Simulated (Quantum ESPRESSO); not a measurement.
## Fe3Ge: energy over the lowest against total spin moment, fitted and tested on a withheld row

System: Fe3Ge, 3 Fe and 1 Ge in the cell, space group Pm-3m. Cell as run: a = 3.661, b = 3.661, c = 3.661 Å, angles 90.0, 90.0, 90.0°, 4 atoms. From the study “E(M) of Fe3Ge”.

Method: PBEsol; plane waves with GBRV 1.5 PBEsol potentials (Quantum ESPRESSO 7.5). Settings shared by all rows: cutoff 544.23 eV, 8×8×8 k-mesh, fermi-dirac occupations, smearing width 0.136 eV. All runs start parallel; opposed orders may lie lower.

Results; the value marked ? is withheld:

```
total spin moment (μB a cell)  energy over the lowest (meV a cell)
                            0                                 1176
                        1.484                                    ?
                        2.969                                  762
                        4.453                                  379
                        5.938                                   56
                       6.5976                                    0
                        7.422                                   78
                        8.907                                  717
```

Choose a law, fit it, and give the withheld energy over the lowest (total spin moment = 1.484 μB a cell).

**Law.** Time reversal makes the energy at fixed moment even in the moment, so it is expanded as a Landau series in M². In symbols, E = c0 + c2 M² + c4 M⁴ + c6 M⁶, with energy over the lowest in meV a cell.

**Fit.** Least squares on 7 rows gives c0 = 1177.03, c2 = -51.994, c4 = 0.57123 and c6 = 1.4171e-4.

```
total spin moment (μB a cell)  computed     fit  computed − fit
                            0      1176  1177.0            -1.0
                        2.969       762   763.2            -1.2
                        4.453       379   371.7             7.3
                        5.938        56    60.1            -4.1
                       6.5976         0     7.8            -7.8
                        7.422        78    70.0             8.0
                        8.907       717   718.2            -1.2
```

The fit has a minimum at M = 6.69 μB a cell. Its quadratic term is negative, which makes M = 0 a maximum of the fitted curve.

**Prediction.** At total spin moment = 1.484 μB a cell the law predicts 1065.3 meV a cell. The computed value is 1065 meV a cell, within one unit of its last digit of the prediction. The row lies between fitted rows, so this is an interpolation. The miss is of the size of the rounding of the printed values.

[Logs and program files are shortened in this print: banners, set-up blocks, solver, clock and traceback lines can be left out without a mark of their own.]

[Logs are printed without paths, hosts, clocks, repeated set-up lines and the standing remarks that a program may print on its own settings, such as how far it seeks lower states.]

[Hosts, paths, dates, database ids (printed as entryN), source tags and the programs' standing remarks are cut or masked in the printed files.]

[Where a cell is said to come from a database of computed structures, the database is the Materials Project.]
